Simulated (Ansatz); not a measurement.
## Ca on Ru(0001): change of the work function

How does Ca on the hcp site change the work function of Ru(0001) as the layer fills?

Calculated with Ansatz 0.2.0; plane-wave DFT, PBE, Ansatz PAW, in the first sound run; inputs show where later runs differ.

## (1) The starting structure

The cell holds 4 atoms: 4 Ru. Cell: a = 2.700 Å, b = 2.700 Å, c = 24.415 Å, α = 90.0°, β = 90.0°, γ = 60.0°. Vacuum lies along c.

## (2) The clean slab

The bare slab comes first, as the zero from which every change is counted. The two lowest layers are held at bulk places and the upper ones relax. The dipole correction removes the false field that a one-sided slab makes across the periodic vacuum, so each face gets a flat vacuum level of its own.

input.yaml reads:

```yaml
crystal:
  lattice:
    - [2.7, 0.0, 0.0]
    - [1.35, 2.3382685902, 0.0]
    - [0.0, 0.0, 24.4152]
  atoms:
    - { symbol: Ru, position: [0.6666666667, 0.6666666667, 0.3686228251] }
    - { symbol: Ru, position: [0.0, 0.0, 0.4562076084] }
    - { symbol: Ru, position: [0.6666666667, 0.6666666667, 0.5437923916] }
    - { symbol: Ru, position: [0.0, 0.0, 0.6313771749] }
kpoints:
  mp_grid: { grid: [13, 13, 1] }
hamiltonian:
  xc: pbe
scf:
  occupations: { method: fermi_dirac, width: 0.1 }
  convergence: { dr2_threshold: 1.0e-08 }
efield:
  axis: 3
  dipole_correction: true
  ramp_position: 0.97
  ramp_width: 0.06
relax:
  f_tol: 0.02
  max_steps: 60
  constraints: [{ sites: [0, 1] }]
output:
  write_potential: true
  write_density: true
  volumetric_format: npy
```

The run is started by

```
$ ansatz run input.yaml --threads 4 --pin off --max-ram 12288MiB --backend cpu --events-out ev --progress --plain --runs-dir out
```

Numbers of over 12 decimals in the logs are rounded to 6 here.

Log:

```text
Engine: ansatz 0.2.0, x86_64-unknown-linux-gnu
Pseudopotentials: kind: paw
Pseudopotential: Ru, paw, valence charge 16, recommended cutoff 420 eV (normal), Ru.paw.azcp
Functional definition: PBE
  parameter kappa = 0.804
  parameter beta = 0.066725
  exchange = pbe_x(kappa = kappa, mu = beta*pi^2/3)
  correlation = pbe_c(beta = beta)
Crystal: 4 atoms, lattice volume = 154.141 Å³
Basis set: ecut = 420 eV, 3063 PW (Γ), exchange–correlation on 40×40×360 points (8 copies of the dense FFT grid, shifted against one another)
Bands: 39, of which v1, the nominal top of the filled ones, is band 32 counted from 1 (31 counted from 0)
Symmetry: 6 space group operations
k-points: 21 of 169 (time reversal used)
Non-local potential: Ru, projectors of the file, l = 0: 3, l = 1: 2, l = 2: 2, l = 3: 1
PAW form: soft (Blöchl's): semilocal exchange-correlation on the pseudo side does not see the compensation charge
PAW one-centre angular grid: Ru, 590 points (default); XC on 64 Gauss nodes
Initial density: superposition of atomic densities (neutral atoms: chi_scale 0, normalization atom), corrected by the library's trained network
Initial wavefunctions: pseudopotential atomic-orbital guess
Functional: x = pbe(κ = 0.804, μ = 0.219515), c = pbe(β = 0.066725)
SCF iter   1: F=—  HF=-23512.720402 eV  |F-HF|=—  |Δ(HF+E_count)|=         —  Δρ=7.21e-3  dr2=2.92e-1  ethr=1.77e-3  p=0.000 e·Å  D=2.58e-13 V/Å  ΔV_dip=-0.00 eV  dr2_dipole=1.56e-7  V_vac-E_F(+/−)=4.74/4.74 eV  ⟨swp⟩=7.6  Hψ=3643  notcnv=0
efield: sawtooth ramp at fractional position 0.9700 (set: `efield.ramp_position`, or a place that a band, a saddle search or an elastic batch's reference lends), width 0.0600; the density the first Hamiltonian is built on has a dipole p = 0.000 e·Å; the dipole correction subtracts the counter field D = 2.58e-13 V/Å, which shifts the + side's vacuum level by -0.00 eV against the − side's; the planar-averaged density in the ramp window peaks in size at 5.1e-6 e/Å³
preconditioner: auto → LDOS  [metal: Δε(μ)=0.017 eV  Ē_g=4.714 eV  σ=0.100 eV  W_gap=0.04  n_scr=18 (ndim 8)  ℏωp=16.9 eV  f_vac=0.584  D(μ)=4.86/eV (n_scr^D=18)  β→1.0]
SCF iter   2: F=—  HF=-23512.718036 eV  |F-HF|=—  |Δ(HF+E_count)|=   2.37e-3  Δρ=2.12e-3  dr2=1.05e-2  ethr=4.56e-4  p=0.000 e·Å  D=5.18e-6 V/Å  ΔV_dip=-0.00 eV  dr2_dipole=1.83e-9  V_vac-E_F(+/−)=4.99/4.99 eV  ⟨swp⟩=1.2  Hψ=993  notcnv=0
SCF iter   3: F=—  HF=-23512.716639 eV  |F-HF|=—  |Δ(HF+E_count)|=   1.40e-3  Δρ=6.12e-4  dr2=8.22e-4  ethr=1.63e-5  p=0.000 e·Å  D=1.15e-5 V/Å  ΔV_dip=-0.00 eV  dr2_dipole=2.12e-7  V_vac-E_F(+/−)=5.04/5.04 eV  ⟨swp⟩=2.3  Hψ=1371  notcnv=0
SCF iter   4: F=—  HF=-23512.716588 eV  |F-HF|=—  |Δ(HF+E_count)|=   5.11e-5  Δρ=1.81e-4  dr2=1.93e-4  ethr=1.28e-6  p=-0.000 e·Å  D=-3.23e-6 V/Å  ΔV_dip=0.00 eV  dr2_dipole=1.00e-7  V_vac-E_F(+/−)=5.06/5.06 eV  ⟨swp⟩=2.1  Hψ=1241  notcnv=0
SCF iter   5: F=—  HF=-23512.716566 eV  |F-HF|=—  |Δ(HF+E_count)|=   2.21e-5  Δρ=7.56e-5  dr2=1.96e-5  ethr=3.02e-7  p=0.000 e·Å  D=1.90e-6 V/Å  ΔV_dip=-0.00 eV  dr2_dipole=1.49e-9  V_vac-E_F(+/−)=5.07/5.07 eV  ⟨swp⟩=3.3  Hψ=1516  notcnv=0
SCF iter   6: F=—  HF=-23512.716562 eV  |F-HF|=—  |Δ(HF+E_count)|=   3.49e-6  Δρ=2.78e-5  dr2=1.72e-6  ethr=3.06e-8  p=-0.000 e·Å  D=-7.46e-7 V/Å  ΔV_dip=0.00 eV  dr2_dipole=8.16e-10  V_vac-E_F(+/−)=5.08/5.08 eV  ⟨swp⟩=2.2  Hψ=1233  notcnv=0
SCF iter   7: F=—  HF=-23512.716565 eV  |F-HF|=—  |Δ(HF+E_count)|=   2.65e-6  Δρ=9.74e-6  dr2=1.48e-7  ethr=2.70e-9  p=-0.000 e·Å  D=-5.73e-7 V/Å  ΔV_dip=0.00 eV  dr2_dipole=6.14e-13  V_vac-E_F(+/−)=5.08/5.08 eV  ⟨swp⟩=2.7  Hψ=1590  notcnv=0
SCF iter   8: F=—  HF=-23512.716565 eV  |F-HF|=—  |Δ(HF+E_count)|=   3.56e-7  Δρ=2.94e-6  dr2=1.13e-8  ethr=2.31e-10  p=-0.000 e·Å  D=-3.86e-8 V/Å  ΔV_dip=0.00 eV  dr2_dipole=6.24e-13  V_vac-E_F(+/−)=5.08/5.08 eV  ⟨swp⟩=2.7  Hψ=1362  notcnv=0
SCF iter   9: F=-23512.716565 eV  HF=-23512.716565 eV  |F-HF|=3.57e-9  |Δ(HF+E_count)|=   3.47e-8  Δρ=6.57e-7  dr2=8.30e-10  ethr=1.56e-11  p=-0.000 e·Å  D=-1.38e-7 V/Å  ΔV_dip=0.00 eV  dr2_dipole=9.59e-12  V_vac-E_F(+/−)=5.08/5.08 eV  ⟨swp⟩=10.1  Hψ=5959  notcnv=0
SCF 1 converged in 9 iterations: F = -23512.716565 eV  dr2 = 8.30e-10
  greatest PAW one-centre occupation: 0.998 electrons in one spin orbital (limit 2), on the Ru atom at site 3 (counted from 0), in its partial waves of l = 0
relax step   1: F+E_penalty+E_count = -23512.71656510 eV  Δ(F+E_penalty+E_count) = +0.000e0 eV  max|allowed force component| = 5.687e-1 eV/Å  Δτ_max = 0.0000 Å  (9 SCF iters, accepted)
Initial density: handed on by an earlier stage of this run
Initial wavefunctions: those handed on with the density
iter 1 solved again at ethr=3.28e-4 eV; its pass at ethr=3.10e-3 eV (dr2=2.10e-1 eV) is discarded
SCF iter   1: F=—  HF=-23512.734559 eV  |F-HF|=—  |Δ(HF+E_count)|=         —  Δρ=4.55e-3  dr2=1.86e-1  ethr=3.28e-4  p=-0.000 e·Å  D=-2.30e-8 V/Å  ΔV_dip=0.00 eV  dr2_dipole=5.81e-2  V_vac-E_F(+/−)=5.07/5.07 eV  ⟨swp⟩=1.4  Hψ=2543  notcnv=0
efield: sawtooth ramp at fractional position 0.9700 (set: `efield.ramp_position`, or a place that a band, a saddle search or an elastic batch's reference lends), width 0.0600; the density the first Hamiltonian is built on has a dipole p = -0.000 e·Å; the dipole correction subtracts the counter field D = -2.30e-8 V/Å, which shifts the + side's vacuum level by +0.00 eV against the − side's; the planar-averaged density in the ramp window peaks in size at 1.2e-6 e/Å³
preconditioner: auto → LDOS  [metal: Δε(μ)=0.006 eV  Ē_g=4.782 eV  σ=0.100 eV  W_gap=0.01  n_scr=18 (ndim 8)  ℏωp=16.9 eV  f_vac=0.589  D(μ)=4.90/eV (n_scr^D=18)  β→1.0]
SCF iter   2: F=—  HF=-23512.731298 eV  |F-HF|=—  |Δ(HF+E_count)|=   3.26e-3  Δρ=1.54e-3  dr2=8.45e-3  ethr=2.91e-4  p=0.001 e·Å  D=1.44e-3 V/Å  ΔV_dip=-0.04 eV  dr2_dipole=7.65e-4  V_vac-E_F(+/−)=5.02/5.06 eV  ⟨swp⟩=1.8  Hψ=925  notcnv=0
SCF iter   3: F=—  HF=-23512.731484 eV  |F-HF|=—  |Δ(HF+E_count)|=   1.86e-4  Δρ=1.65e-3  dr2=1.01e-2  ethr=1.32e-5  p=0.002 e·Å  D=1.86e-3 V/Å  ΔV_dip=-0.05 eV  dr2_dipole=1.82e-4  V_vac-E_F(+/−)=5.02/5.07 eV  ⟨swp⟩=3.0  Hψ=1759  notcnv=0
SCF iter   4: F=—  HF=-23512.729036 eV  |F-HF|=—  |Δ(HF+E_count)|=   2.45e-3  Δρ=2.70e-4  dr2=2.25e-4  ethr=1.32e-5  p=0.002 e·Å  D=1.79e-3 V/Å  ΔV_dip=-0.04 eV  dr2_dipole=1.54e-5  V_vac-E_F(+/−)=5.02/5.06 eV  ⟨swp⟩=2.4  Hψ=1265  notcnv=0
SCF iter   5: F=—  HF=-23512.728997 eV  |F-HF|=—  |Δ(HF+E_count)|=   3.94e-5  Δρ=6.50e-5  dr2=1.54e-5  ethr=3.52e-7  p=0.001 e·Å  D=1.73e-3 V/Å  ΔV_dip=-0.04 eV  dr2_dipole=4.00e-7  V_vac-E_F(+/−)=5.02/5.06 eV  ⟨swp⟩=3.1  Hψ=1621  notcnv=0
SCF iter   6: F=—  HF=-23512.729002 eV  |F-HF|=—  |Δ(HF+E_count)|=   5.01e-6  Δρ=2.77e-5  dr2=1.48e-6  ethr=2.41e-8  p=0.002 e·Å  D=1.76e-3 V/Å  ΔV_dip=-0.04 eV  dr2_dipole=2.30e-8  V_vac-E_F(+/−)=5.02/5.06 eV  ⟨swp⟩=2.4  Hψ=1313  notcnv=0
SCF iter   7: F=—  HF=-23512.729002 eV  |F-HF|=—  |Δ(HF+E_count)|=   5.98e-7  Δρ=7.78e-6  dr2=1.87e-7  ethr=2.32e-9  p=0.002 e·Å  D=1.79e-3 V/Å  ΔV_dip=-0.04 eV  dr2_dipole=5.88e-9  V_vac-E_F(+/−)=5.01/5.06 eV  ⟨swp⟩=3.0  Hψ=1554  notcnv=0
SCF iter   8: F=—  HF=-23512.729003 eV  |F-HF|=—  |Δ(HF+E_count)|=   1.32e-7  Δρ=2.86e-6  dr2=2.69e-8  ethr=2.92e-10  p=0.002 e·Å  D=1.79e-3 V/Å  ΔV_dip=-0.04 eV  dr2_dipole=5.69e-11  V_vac-E_F(+/−)=5.01/5.06 eV  ⟨swp⟩=2.4  Hψ=1323  notcnv=0
SCF iter   9: F=-23512.729003 eV  HF=-23512.729003 eV  |F-HF|=7.84e-9  |Δ(HF+E_count)|=   7.47e-8  Δρ=1.12e-6  dr2=3.67e-9  ethr=1.56e-11  p=0.002 e·Å  D=1.80e-3 V/Å  ΔV_dip=-0.04 eV  dr2_dipole=3.67e-10  V_vac-E_F(+/−)=5.01/5.06 eV  ⟨swp⟩=10.7  Hψ=6250  notcnv=0
SCF 2 converged in 9 iterations: F = -23512.729003 eV  dr2 = 3.67e-9
relax step   2: F+E_penalty+E_count = -23512.72900267 eV  Δ(F+E_penalty+E_count) = -1.244e-2 eV  max|allowed force component| = 2.629e-1 eV/Å  Δτ_max = 0.0691 Å  (9 SCF iters, accepted)
SCF iter   1: F=—  HF=-23512.733546 eV  |F-HF|=—  |Δ(HF+E_count)|=         —  Δρ=2.32e-3  dr2=4.65e-2  ethr=6.05e-4  p=0.002 e·Å  D=1.80e-3 V/Å  ΔV_dip=-0.04 eV  dr2_dipole=1.26e-2  V_vac-E_F(+/−)=5.02/5.06 eV  ⟨swp⟩=2.4  Hψ=1350  notcnv=0
efield: sawtooth ramp at fractional position 0.9700 (set: `efield.ramp_position`, or a place that a band, a saddle search or an elastic batch's reference lends), width 0.0600; the density the first Hamiltonian is built on has a dipole p = 0.002 e·Å; the dipole correction subtracts the counter field D = 1.80e-3 V/Å, which shifts the + side's vacuum level by -0.04 eV against the − side's; the planar-averaged density in the ramp window peaks in size at 1.5e-6 e/Å³
preconditioner: auto → LDOS  [metal: Δε(μ)=0.016 eV  Ē_g=4.749 eV  σ=0.100 eV  W_gap=0.04  n_scr=18 (ndim 8)  ℏωp=16.9 eV  f_vac=0.586  D(μ)=4.94/eV (n_scr^D=18)  β→1.0]
SCF iter   2: F=—  HF=-23512.732787 eV  |F-HF|=—  |Δ(HF+E_count)|=   7.59e-4  Δρ=7.23e-4  dr2=2.24e-3  ethr=7.27e-5  p=0.001 e·Å  D=1.69e-3 V/Å  ΔV_dip=-0.04 eV  dr2_dipole=5.51e-4  V_vac-E_F(+/−)=5.02/5.06 eV  ⟨swp⟩=1.2  Hψ=991  notcnv=0
SCF iter   3: F=—  HF=-23512.732654 eV  |F-HF|=—  |Δ(HF+E_count)|=   1.33e-4  Δρ=6.97e-4  dr2=1.49e-3  ethr=3.49e-6  p=0.001 e·Å  D=1.11e-3 V/Å  ΔV_dip=-0.03 eV  dr2_dipole=1.08e-4  V_vac-E_F(+/−)=5.03/5.06 eV  ⟨swp⟩=3.0  Hψ=1765  notcnv=0
SCF iter   4: F=—  HF=-23512.732357 eV  |F-HF|=—  |Δ(HF+E_count)|=   2.97e-4  Δρ=2.53e-4  dr2=1.97e-4  ethr=2.33e-6  p=0.001 e·Å  D=1.15e-3 V/Å  ΔV_dip=-0.03 eV  dr2_dipole=3.60e-5  V_vac-E_F(+/−)=5.03/5.06 eV  ⟨swp⟩=2.0  Hψ=1128  notcnv=0
SCF iter   5: F=—  HF=-23512.732330 eV  |F-HF|=—  |Δ(HF+E_count)|=   2.70e-5  Δρ=4.90e-5  dr2=9.79e-6  ethr=3.08e-7  p=0.001 e·Å  D=1.25e-3 V/Å  ΔV_dip=-0.03 eV  dr2_dipole=9.25e-7  V_vac-E_F(+/−)=5.03/5.06 eV  ⟨swp⟩=2.2  Hψ=1308  notcnv=0
SCF iter   6: F=—  HF=-23512.732330 eV  |F-HF|=—  |Δ(HF+E_count)|=   4.31e-9  Δρ=1.38e-5  dr2=4.37e-7  ethr=1.53e-8  p=0.001 e·Å  D=1.26e-3 V/Å  ΔV_dip=-0.03 eV  dr2_dipole=8.05e-9  V_vac-E_F(+/−)=5.03/5.06 eV  ⟨swp⟩=2.5  Hψ=1587  notcnv=0
SCF iter   7: F=—  HF=-23512.732330 eV  |F-HF|=—  |Δ(HF+E_count)|=   1.59e-7  Δρ=4.30e-6  dr2=5.40e-8  ethr=6.83e-10  p=0.001 e·Å  D=1.26e-3 V/Å  ΔV_dip=-0.03 eV  dr2_dipole=8.11e-9  V_vac-E_F(+/−)=5.03/5.06 eV  ⟨swp⟩=2.8  Hψ=1598  notcnv=0
SCF iter   8: F=-23512.732330 eV  HF=-23512.732330 eV  |F-HF|=9.08e-9  |Δ(HF+E_count)|=   4.30e-8  Δρ=1.41e-6  dr2=7.22e-9  ethr=1.56e-11  p=0.001 e·Å  D=1.26e-3 V/Å  ΔV_dip=-0.03 eV  dr2_dipole=1.61e-10  V_vac-E_F(+/−)=5.03/5.06 eV  ⟨swp⟩=11.0  Hψ=6399  notcnv=0
SCF 3 converged in 8 iterations: F = -23512.732330 eV  dr2 = 7.22e-9
relax step   3: F+E_penalty+E_count = -23512.73233009 eV  Δ(F+E_penalty+E_count) = -3.327e-3 eV  max|allowed force component| = 1.603e-2 eV/Å  Δτ_max = 0.0311 Å  (8 SCF iters, accepted)
NSCF: frozen V_eff on 21 k-points
the band table was solved once a step of the walk had ended and its energy, with any forces and stress, was formed, with the checks that follow a solve (3586 applications of the Hamiltonian). They found nothing against the state; the energy, forces and stress were not computed again (output.eigenvalues in the input reference)
WARN: The input density's exchange-correlation potential varies sharply where the density is thin. Do not read a vacuum level from v_tot or v_xc, or from such a field of the output density. On a cell that repeats whose density bears no net charge and no dipole along the vacuum's axis use v_es (v_loc + v_h of the components); under efield.dipole_correction with no amplitude use v_es + v_field, which holds any external [...]
SCF converged after 8 iterations
Free energy (F): -23512.732330 eV
Harris-Foulkes:  -23512.732330 eV  (|F-HF|=9.08e-9)
Internal energy: -23512.571401 eV  (E = F + TS)
E sigma→0 (E₀):  -23512.651866 eV
Entropy (-TS):   -0.160929 eV (-40.232 meV/atom)
Fermi energy:    5.082698 eV
Dipole field:    D = 0.001282 V/Å  (p = 0.001092 e·Å, saw-weighted, corrected)
Work function:   Φ+ = 5.0297 eV   Φ− = 5.0610 eV
Levels:          The Fermi level and band energies are counted from a zero that moves with the ramp; work functions are not
--- Per-component energies (eV) ---
  E_band       = -1381.779938
  E_kinetic    = 2053.729412
  E_local      = -108503.049598  (includes V_loc(G=0)·N_el)
  E_nonlocal   = 1374.272101
  E_hartree    = 52766.973542
  E_xc         = -759.275096
  E_vxc        = -952.836403  (∫ρ·V_xc dr)
  E_paw        = -13843.631281  (= ΣΔE_a)
  E_vpaw       = -887.854999  (= ΣTr[D̂ρ^β])
  E_aug_tail   = -0.000771  (compensation charges beyond the density's cutoff)
  E_efield     = 0.000001  (sawtooth field / dipole correction)
  E_vefield    = 0.000354  (∫n·V_field dr)
  E_ewald      = 43398.410290
  E_smearing   = -0.160929  (= −TS)
  E_closure    = -0.000000  (closes the sum)
  Σ components = -23512.732330   (vs F -23512.732330, Δ=0.00e0)
--- Forces (eV/Å), atoms counted from 1 ---
  atom   1  Ru     0.00000000     0.00000000     0.52167265
  atom   2  Ru    -0.00000000     0.00000000    -0.50687239
  atom   3  Ru     0.00000000    -0.00000000    -0.01602505
  atom   4  Ru    -0.00000000    -0.00000000     0.00121754
  max |Σ_I F_I| component: 7.25e-6 eV/Å
--- Band table (eV; the first three rows and the last of 21) ---
  k-point 0: bands = [... 28 lower, 3.1048, 3.1048, 3.3074, 4.2667, 4.2667, 5.1722, 5.2424, 5.2424, ... 3 higher]
  k-point 1: bands = [... 28 lower, 3.1072, 3.2475, 3.3708, 4.1224, 4.2142, 4.7442, 5.0216, 5.1917, ... 3 higher]
  k-point 2: bands = [... 28 lower, 3.2440, 3.4232, 3.6628, 3.6911, 4.1403, 4.2651, 4.7995, 5.1010, ... 3 higher]
  k-point 20: bands = [... 28 lower, 3.1763, 3.8359, 4.4677, 5.6416, 5.6738, 5.8513, 6.2428, 6.4258, ... 3 higher]
--- Relaxed structure (3 steps of the walk, 3 accepted, 0 SCFs on fresh bases) ---
  F+E_penalty+E_count = -23512.73233009 eV   max|allowed force component| = 1.603e-2 eV/Å
  atoms:
    - { symbol: Ru, position: [0.666667, 0.666667, 0.3686228251] }
    - { symbol: Ru, position: [0.0, 0.0, 0.456208] }
    - { symbol: Ru, position: [0.666667, 0.666667, 0.544645] }
    - { symbol: Ru, position: [-1.5625788571392916e-18, 0, 0.629821] }
```

It took 11 s on 4 threads of Intel Xeon Platinum 8259CL at 2.50GHz (Skylake/Cascade Lake), shared host; peak memory 0.55 GiB; 41 s of CPU time.

Relaxation path:

| step | energy less that of the first step (eV) | largest force component (eV/Å) |
| --- | --- | --- |
| 1 | 0.0000 | 0.5687 |
| 2 | -0.0124 | 0.2629 |
| 3 | -0.0158 | 0.0160 |

Forces are held to the 6 operations that the run works with; a distortion that breaks them can't arise in this run.

The atoms that moved most (Å):

| atom | dx | dy | dz | length |
| --- | --- | --- | --- | --- |
| Ru4 | 0.000 | 0.000 | -0.038 | 0.038 |
| Ru3 | 0.000 | 0.000 | 0.021 | 0.021 |

The relaxed structure:

```xyz
4
Lattice="2.7000 0.0000 0.0000 1.3500 2.3383 0.0000 0.0000 0.0000 24.4152" Properties=species:S:1:pos:R:3
Ru    2.7000    1.5588    9.0000
Ru    0.0000    0.0000   11.1384
Ru    2.7000    1.5588   13.2976
Ru    0.0000    0.0000   15.3772
```

Numbers from this step:

| Property | Result |
| --- | --- |
| energy at zero smearing | -23512.6519 eV |
| work function, upper face | 5.030 eV |
| work function, lower face | 5.061 eV |
| dipole along the normal | 0.001092 e·Å |
| step between the vacuum levels | -0.03130 eV |

Running mean over 2.138 Å of the planar mean; the ramp of the sawtooth is left out. The electron's electrostatic potential energy less the Fermi level by z:

| z (Å) | electron's electrostatic potential energy less the Fermi level (eV) |
| --- | --- |
| 3.0 | 5.06 |
| 3.5 | 5.06 |
| 4.0 | 5.06 |
| 4.5 | 5.06 |
| 5.0 | 5.05 |
| 5.5 | 5.03 |
| 6.0 | 4.97 |
| 6.5 | 4.74 |
| 7.0 | 3.92 |
| 7.5 | 0.726 |
| 8.0 | -6.29 |
| 8.5 | -12.4 |
| 9.0 | -14.3 |
| 9.5 | -14.5 |
| 10.0 | -14.7 |
| 10.5 | -14.7 |
| 11.0 | -14.8 |
| 11.5 | -14.8 |
| 12.0 | -14.6 |
| 12.5 | -14.6 |
| 13.0 | -14.9 |
| 13.5 | -15.0 |
| 14.0 | -15.5 |
| 14.5 | -15.5 |
| 15.0 | -14.9 |
| 15.5 | -14.2 |
| 16.0 | -11.4 |
| 16.5 | -4.44 |
| 17.0 | 1.86 |
| 17.5 | 4.20 |
| 18.0 | 4.79 |
| 18.5 | 4.96 |
| 19.0 | 5.01 |
| 19.5 | 5.02 |
| 20.0 | 5.03 |
| 20.5 | 5.03 |
| 21.0 | 5.03 |

The relaxation took 3 steps and lowered the energy by 0.016 eV; the largest force on the free atoms ends at 0.016 eV/Å.

The work function of the upper face is 5.03 eV.

[end of part 1 of 4]

[Logs are printed without paths, hosts, clocks, repeated set-up lines and the standing remarks that a program may print on its own settings, such as how far it seeks lower states.]

[Hosts, paths, dates, database ids (printed as entryN), source tags and the programs' standing remarks are cut or masked in the printed files.]

[Maps of the electrostatic potential energy from Ansatz leave out the sawtooth potential of an applied field or a dipole correction, so their vacuum need not be flat; planar profiles and work functions include it.]
